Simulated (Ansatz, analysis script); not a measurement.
Entries from a set of simulations; values are calculated unless marked as measured. Some values are withheld and marked by numbers in brackets.

```xyz
1
Lattice="3.069 0.000 0.000 0.000 3.069 0.000 0.000 0.000 14.000" Properties=species:S:1:pos:R:3 subject="Fixed-spin-moment curve of a free-standing square Ti monolayer, spacing 3.069 Å" method="PBEsol, PAW set soft_1 (files made for PBE); collinear runs at fixed total moment and in a field on the spins (and 4 further levels or steps)" program="Ansatz 0.2.0 and analysis script 1" settings_of_one_run="cutoff 420 eV, 18×18×1 k-mesh, Fermi-Dirac occupations, smearing width 0.1 eV" notes="I·N/2 = 1.8 is over 1, so the state without spin is unstable to a uniform moment. The cell was taken as built, with atoms unrelaxed. In doubt: the program’s search for lower states was switched off, so a lower magnetic state than those reached may exist." state_of_the_free_run="ferromagnetic" net_moment_of_the_free_run="2.33 μB" energy_of_the_free_run_from_the_state_without_spin="-245 meV a cell" lowest_of_the_fixed_moments_tried="M = 2.273 μB, -244 meV" dm_db_between_0_and_100_t="0.175 μB a cell per 1000 T"
Ti    0.000    0.000    7.000
```

```xyz
1
Lattice="2.603 0.000 0.000 0.000 2.603 0.000 0.000 0.000 14.000" Properties=species:S:1:pos:R:3 subject="Free-standing square Ti monolayer, spacing 2.603 Å: how near to magnetism" method="PBEsol, PAW set soft_1 (files made for PBE); collinear runs at fixed total moment and in a field on the spins (and 4 further levels or steps)" program="Ansatz 0.2.0 and analysis script 1" settings_of_one_run="cutoff 420 eV, 21×21×1 k-mesh, Fermi-Dirac occupations, smearing width 0.05 eV" notes="The cell was taken as built, with atoms unrelaxed. In doubt: the program’s search for lower states was switched off, so a lower magnetic state than those reached may exist." state_of_the_free_run="ferromagnetic" net_moment_of_the_free_run="1.02 μB" energy_of_the_free_run_from_the_state_without_spin="-31.2 meV a cell" lowest_of_the_fixed_moments_tried="[1]" dm_db_between_0_and_500_t="0.300 μB a cell per 1000 T"
Ti    0.000    0.000    7.000
```

**Question.** What are the withheld values?

[1] lowest of the fixed moments tried (free-standing square Ti monolayer, spacing 2.603 Å): M = 1.071 μB, -30.9 meV. Among the fixed moments, E(M) falls 30.9 meV below the state without spin and is lowest near 1.071 μB on this grid.

[Logs and program files are shortened in this print: banners, set-up blocks, solver, clock and traceback lines can be left out without a mark of their own.]

[Logs are printed without paths, hosts, clocks, repeated set-up lines and the standing remarks that a program may print on its own settings, such as how far it seeks lower states.]

[Hosts, paths, dates, database ids (printed as entryN), source tags and the programs' standing remarks are cut or masked in the printed files.]
